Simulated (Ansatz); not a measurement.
**LiHgBr3 (built on the sites of a database entry of CsHgF3): a soft mode frozen in**

Aim: this structure of LiHgBr3 (built on the sites of a database entry of CsHgF3) is to be tested for unstable modes, and one is followed downhill.

Main program and level: Ansatz 0.2.0; DFT PBEsol, scalar-relativistic, plane waves, PAW.

This is a report of a sequence of runs, with most program output left out.

The structure was built from a prototype and need not be the compound's stable phase.

**1. The starting structure**

The structure is cubic, space group Pm-3m (No. 221). Conventional cell: a = 5.459 Å, b = 5.459 Å, c = 5.459 Å, α = 90.00°, β = 90.00°, γ = 90.00°. Nearest to Li lie 12 Br at 3.86 Å. Hg has 6 Br at 2.73 Å nearest. Br has 2 Hg at 2.73 Å nearest. Farther neighbours and most contacts between anions are not listed.

**2. Response at finite wavevector**

The cell comes from relaxations at this level that are not shown. Stability and thermal properties need the whole zone. Linear response on a 2×2×2 q mesh gives force constants as far as a supercell of that size would.

File input.yaml:

```yaml
crystal:
  lattice:
    - [5.4589240501, 0.0, 0.0]
    - [0.0, 5.4589240501, 0.0]
    - [0.0, 0.0, 5.4589240501]
  atoms:
    - { symbol: Li, position: [0.0, 0.0, 0.0] }
    - { symbol: Hg, position: [0.5, 0.5, 0.5] }
    - { symbol: Br, position: [0.0, 0.5, 0.5] }
    - { symbol: Br, position: [0.5, 0.0, 0.5] }
    - { symbol: Br, position: [0.5, 0.5, 0.0] }
kpoints:
  mp_grid: { grid: [8, 8, 8] }
hamiltonian:
  xc: pbesol
scf:
  occupations: { method: methfessel_paxton, width: 0.2 }
output:
  eigenvalues: true
phonons:
  method: dfpt
  qmesh: [2, 2, 2]
  temperatures: { t_max: 1000, t_step: 50 }
  qpath:
    path:
      - [[0.0, 0.0, 0.0], [0.0, 0.5, 0.0], [0.5, 0.5, 0.0], [0.0, 0.0, 0.0], [0.5, 0.5, 0.5], [0.0, 0.5, 0.0]]
      - [[0.5, 0.5, 0.5], [0.5, 0.5, 0.0]]
    npoints: 10
```

On the command line:

```sh
$ ansatz run input.yaml --threads 8 --pin off --max-ram 14336MiB --backend cpu --events-out ev --progress --plain --runs-dir out
```

Wall time 2.1 min (8 threads of Arm Neoverse V2, shared host); peak memory 1.6 GiB; 16 min of CPU time.

This step gave:

```
volume per atom                                         : 32.54 Å³
gap on the k-mesh                                       : 0 eV
sum-rule residual before enforcement                    : 1.90e-5 eV/Å²
lowest frequency on the path                            : -170.4 cm⁻¹
point group                                             : m-3m
highest frequency on the path or at a solved wavevector : 185.2 cm⁻¹
highest optical mode at the zone centre (no LO-TO term) : 168.9 cm⁻¹
lowest optical zone-centre mode                         : -170.3 cm⁻¹
lowest mode on the q mesh (acoustic modes at Γ apart)   : -170.3 cm⁻¹
```

Frequencies (cm⁻¹) solved at each irreducible wavevector; negative means imaginary. Frequencies by wavevector, by row:

```csv
q in reciprocal lattice units,star,mode 1,mode 2,mode 3,mode 4,mode 13,mode 14,mode 15
0 0 0,1,-170.3,-170.3,-170.3,-31.3,168.9,168.9,168.9
0 0 -0.5,3,-162.4,-162.4,-85.2,-30.6,146.8,169.2,169.2
0 -0.5 -0.5,3,-152.3,-145.5,-145.5,-56.9,102.7,165.2,169.9
-0.5 -0.5 -0.5,1,-168.6,-168.6,-168.6,-56.9,97.7,97.7,181.1
```

Interpolated from a 2×2×2 q mesh. The phonon branches at the labelled points (cm⁻¹):

```csv
point,branch 1,branch 2,branch 3,branch 4,branch 12,branch 13,branch 14,branch 15
Γ,-170,-170,-170,-31,40,169,169,169
halfway,-166,-166,-134,-30,69,159,169,169
X,-162,-162,-85,-31,96,147,169,169
halfway,-158,-154,-123,-49,99,106,170,171
M,-152,-146,-146,-57,103,103,165,170
halfway,-162,-148,-141,-44,71,134,169,173
Γ,-170,-170,-170,-31,40,169,169,169
halfway,-153,-153,-146,-47,75,133,133,184
R,-168,-168,-168,-57,98,98,98,181
halfway,-159,-156,-141,-51,97,99,132,184
X,-162,-162,-85,-31,96,147,169,169
jump to R,-168,-168,-168,-57,98,98,98,181
halfway,-161,-157,-157,-57,100,100,116,183
M,-152,-146,-146,-57,103,103,165,170
```

Symmetry leaves 4 wavevectors to solve. The lowest mode among them, the acoustic zeros apart, lies at Γ and is imaginary, 170.3i cm⁻¹, so the energy falls along it.

**3. The mode frozen in, largest atomic shift 0 Å**

The mode followed lies at q = (-0.5, -0.5, -0.5) with frequency 168.5i cm⁻¹ and is 3-fold degenerate, one of the unstable modes though not the softest. At small amplitude the distorted cell has space group no. 74 by a symmetry search on the positions. The undistorted cell that holds it gives the zero of energy on the same k mesh.

System of this step: LiHgBr3 (built on the sites of a database entry of CsHgF3). It takes space group Pm-3m (No. 221, cubic). The conventional cell has a = 5.459 Å, b = 5.459 Å, c = 5.459 Å, α = 90.00°, β = 90.00°, γ = 90.00°. Li has 12 Br at 3.86 Å nearest. Hg has 6 Br at 2.73 Å nearest. Nearest to Br lie 2 Hg at 2.73 Å. Farther neighbours and most contacts between anions are not listed.

File input.yaml:

```yaml
crystal:
  lattice:
    - [5.4589240501, 5.4589240501, 0.0]
    - [5.4589240501, 0.0, 5.4589240501]
    - [5.4589240501, 0.0, -5.4589240501]
  atoms:
    - { symbol: Li, position: [0.0, 0.5, 0.5] }
    - { symbol: Li, position: [0.0, 0.0, 1.0] }
    - { symbol: Hg, position: [0.5, 0.25, 0.75] }
    - { symbol: Hg, position: [0.5, 0.75, 0.25] }
    - { symbol: Br, position: [0.5, 0.0, 0.5] }
    - { symbol: Br, position: [0.5, 0.5, 0.0] }
    - { symbol: Br, position: [0.0, 0.0, 0.5] }
    - { symbol: Br, position: [0.0, 0.5, 0.0] }
    - { symbol: Br, position: [0.5, 0.5, 0.5] }
    - { symbol: Br, position: [0.5, 0.0, 0.0] }
kpoints:
  mp_grid: { grid: [8, 8, 8] }
hamiltonian:
  xc: pbesol
scf:
  occupations: { method: methfessel_paxton, width: 0.2 }
output:
  forces: true
  stress: true
  eigenvalues: true
```

Elapsed: 3.4 s, on 8 threads; peak memory 1.3 GiB.

This step gave:

```yaml
pressure: 0.03048 GPa
energy_from_the_undistorted_cell: 0 meV/atom
```

The run ends at a pressure of 0.03 GPa.

**4. The mode frozen in, largest atomic shift 0.6 Å**

The atoms are moved along the unstable eigenvector, the largest shift by 0.6 Å, with the cell fixed.

File input.yaml:

```yaml
crystal:
  lattice:
    - [5.4589240501, 5.4589240501, 0.0]
    - [5.4589240501, 0.0, 5.4589240501]
    - [5.4589240501, 0.0, -5.4589240501]
  atoms:
    - { symbol: Li, position: [0.0777193573, 0.4222806427, 0.5] }
    - { symbol: Li, position: [-0.0777193573, 0.0777193573, 1.0] }
    - { symbol: Hg, position: [0.5, 0.25, 0.75] }
    - { symbol: Hg, position: [0.5, 0.75, 0.25] }
    - { symbol: Br, position: [0.4953872166, 0.0046127834, 0.5] }
    - { symbol: Br, position: [0.5046127834, 0.4953872166, 0.0] }
    - { symbol: Br, position: [0.0, 0.0023063917, 0.5023063917] }
    - { symbol: Br, position: [0.0, 0.4976936083, -0.0023063917] }
    - { symbol: Br, position: [0.5, 0.4976936083, 0.4976936083] }
    - { symbol: Br, position: [0.5, 0.0023063917, 0.0023063917] }
kpoints:
  mp_grid: { grid: [8, 8, 8] }
hamiltonian:
  xc: pbesol
scf:
  occupations: { method: methfessel_paxton, width: 0.2 }
output:
  forces: true
  stress: true
  eigenvalues: true
```

Run time: 10 s. Hardware: 8 threads; peak memory 1.8 GiB; 78 s of CPU time.

This step gave:

| Quantity | Value |
| --- | --- |
| pressure | 0.05876 GPa |
| energy from the undistorted cell | -27.01 meV/atom |

The energy, extrapolated to zero smearing, is -27.01 meV/atom against the undistorted cell.

The run ends at a pressure of 0.06 GPa, with forces up to 0.39 eV/Å.

**5. Energy along the mode, all amplitudes (two of the runs are shown above)**

An imaginary frequency means negative curvature, so the energy should fall and then rise again as anharmonic terms take over.

Numbers from this step:

```yaml
depth_at_the_lowest_point_sampled: 27.01 meV/atom
largest_atomic_shift_at_that_point: 0.6 Å
```

Table of energy from the parent by largest atomic shift:

```csv
largest atomic shift (Å),energy from the parent (meV/atom)
0.000,0
0.040,-0.125
0.080,-0.502
0.140,-1.53
0.220,-3.78
0.320,-7.94
0.450,-15.5
0.600,-27.0
```

Displacement at unit largest shift by atom:

```csv
atom,x (Å),y (Å),z (Å),size
Li1,0.000,0.707,-0.707,1.000
Li2,0.000,-0.707,0.707,1.000
Hg3,0.000,0.000,0.000,0.000
Hg4,0.000,0.000,0.000,0.000
Br5,0.000,-0.042,0.042,0.059
Br6,0.000,0.042,-0.042,0.059
Br7,0.042,0.000,0.000,0.042
Br8,-0.042,0.000,0.000,0.042
Br9,-0.042,0.000,0.000,0.042
Br10,0.042,0.000,0.000,0.042
```

The lowest of the steps tried is the last one, at 0.6 Å, 27.0 meV/atom below the parent; the bottom of the well need not coincide with a step.

**6. Relaxation from the frozen mode**

Starting from the lowest point found, all atoms and the cell are let go, so that strain and other modes of the same symmetry can join in.

input.yaml, as its differences from that of step 4:

```diff
@@ -26 +26,6 @@
   eigenvalues: true
+relax:
+  adjacent_minimum: "off"
+  f_tol: 0.002
+  max_steps: 120
+  cell: { stress_tol: 0.03 }
```

Wall time 2.5 min (8 threads); peak memory 1.9 GiB.

Step by step:

```csv
step,energy less that of the first step (eV),largest force component (eV/Å),pressure (GPa),volume (Å³)
1,0.0000,0.2788,0.06,325.35
2,-0.2993,0.3747,-0.25,330.08
3,-0.5657,0.3658,-0.18,331.03
4,-0.7983,0.2215,0.05,331.77
5,-0.9687,0.3107,0.22,332.73
6,-1.2642,0.2774,-0.10,332.94
7,-1.5851,0.3387,0.04,326.32
8,-1.7443,0.1505,-0.21,321.96
9,-1.7998,0.0743,0.21,312.64
10,-1.8211,0.0215,-0.04,311.61
11,-1.8221,0.0102,-0.02,311.57
12,-1.8223,0.0046,0.03,311.49
13,-1.8223,0.0002,0.00,311.69
14*,-1.8208,0.0002,0.00,311.69
```

Relaxation steps marked * repeat the geometry before them on a plane-wave basis chosen anew for their cell, so energy and pressure can jump there.

Forces are held to the 8 operations that the run works with; a distortion that breaks them can't arise in this run.

```csv
"conventional cell, symmetrised",before,after,change
a (Å),7.720,7.464,-3.3 %
b (Å),10.918,10.569,-3.2 %
c (Å),7.720,7.902,+2.4 %
volume (Å³/atom),32.54,31.17,-4.2 %
```

The atoms that moved most (Å, as changes of fractional coordinates times the final cell):

```csv
atom,dx,dy,dz,length
Li1,0.000,0.932,-0.932,1.317
Li2,0.000,-0.932,0.932,1.317
Br5,0.000,0.549,-0.549,0.777
Br6,0.000,-0.549,0.549,0.777
Br7,0.713,0.000,0.000,0.713
Br10,0.713,0.000,0.000,0.713
Br8,-0.713,0.000,0.000,0.713
Br9,-0.713,0.000,0.000,0.713
```

The relaxed structure:

```cif
data_structure
_symmetry_space_group_name_H-M 'P 1'
_symmetry_Int_Tables_number 1
_cell_length_a 7.5805
_cell_length_b 7.5805
_cell_length_c 7.5805
_cell_angle_alpha 91.609
_cell_angle_beta 58.987
_cell_angle_gamma 62.826
_cell_volume 311.69
loop_
_atom_site_label
_atom_site_type_symbol
_atom_site_fract_x
_atom_site_fract_y
_atom_site_fract_z
_atom_site_occupancy
Li1 Li 0.24444 0.25556 0.50000 1
Li2 Li 0.75556 0.24444 0.00000 1
Hg3 Hg 0.50000 0.25000 0.75000 1
Hg4 Hg 0.50000 0.75000 0.25000 1
Br5 Br 0.59373 0.90627 0.50000 1
Br6 Br 0.40627 0.59373 0.00000 1
Br7 Br 0.00000 0.06976 0.56976 1
Br8 Br 0.00000 0.43024 0.93024 1
Br9 Br 0.50000 0.43024 0.43024 1
Br10 Br 0.50000 0.06976 0.06976 1
```

Numbers from this step:

* pressure: -0.001493 GPa
* volume per atom: 31.17 Å³
* gap on the k-mesh: 0.2100 eV

The distorted start has space group Imma; the relaxation ends in Imma.

**7. The phases reached**

The phases reached along the modes that were followed are set side by side.

Energies are those of the first relaxation, on the mesh of the frozen mode; space group, volume and gap are those of the last relaxation. Phases, by row:

```csv
mode frozen in,space group,energy from parent (meV/atom),volume (Å³/atom),gap on mesh (eV),lowest zone-centre optical mode (cm⁻¹),largest shift (Å)
parent,Pm-3m,0,32.53,0,–,–
"q = (0, 0, 0), 170i cm⁻¹",R3m,-153.8,34.24,0,-19.8,1.54
"q = (0, 0, 0), 170i cm⁻¹",Amm2,-251,37.39,1.683,-23.9,2.108
"q = (-0.5, -0.5, -0.5), 169i cm⁻¹",I4/mmm,-119.5,33.73,0,–,1.398
"q = (-0.5, -0.5, -0.5), 169i cm⁻¹",R-3m,-148.9,34.28,0,–,1.884
"q = (-0.5, -0.5, -0.5), 169i cm⁻¹",Imma,-209.4,31.17,0.21,–,1.932
```

**8. Outcome**

| Property | Result |
| --- | --- |
| unstable mode of the parent | q = (-0.5, -0.5, -0.5), 168i cm⁻¹ |
| depth at the lowest point sampled | 27.0 meV/atom |
| largest atomic shift at that point | 0.6 Å |
| space group reached (within 0.01 Å) | Imma |
| energy gained over the parent (first relaxation, on the mesh of the frozen mode) | 209 meV/atom |
| volume per atom, phase reached | 31.2 Å³ |
| gap on the k-mesh, phase reached | 0.210 eV |

Along this mode the structure falls into Imma, 209 meV/atom below the parent. At the parent's cell the well is 27.01 meV/atom deep on the steps tried, with its lowest point at a shift of 0.6 Å. That is the last step tried, so the steps alone don't bracket the bottom of the well. Relaxing atoms and cell changes the gain by +182.41 meV/atom against the lowest step (energies at zero smearing). Most of the total comes from this relaxation. The modes of the phase reached were not computed on this path. Of the 5 patterns followed to their end from this parent, this one ends 41.6 meV/atom above the lowest, Amm2. Each path keeps the symmetry of its pattern, so a lower phase may lie along a pattern not tried. With no gap, or one that is small against the smearing, the frequencies hang on the k mesh and the smearing, most of all near Kohn anomalies. Spin-orbit coupling is left out, which can matter for the heavy elements here. The starting cell was built on a prototype and not taken from a measurement, so the phase need not exist.

[Logs are printed without paths, hosts, clocks, repeated set-up lines and the standing remarks that a program may print on its own settings, such as how far it seeks lower states.]

[Hosts, paths, dates, database ids (printed as entryN), source tags and the programs' standing remarks are cut or masked in the printed files.]
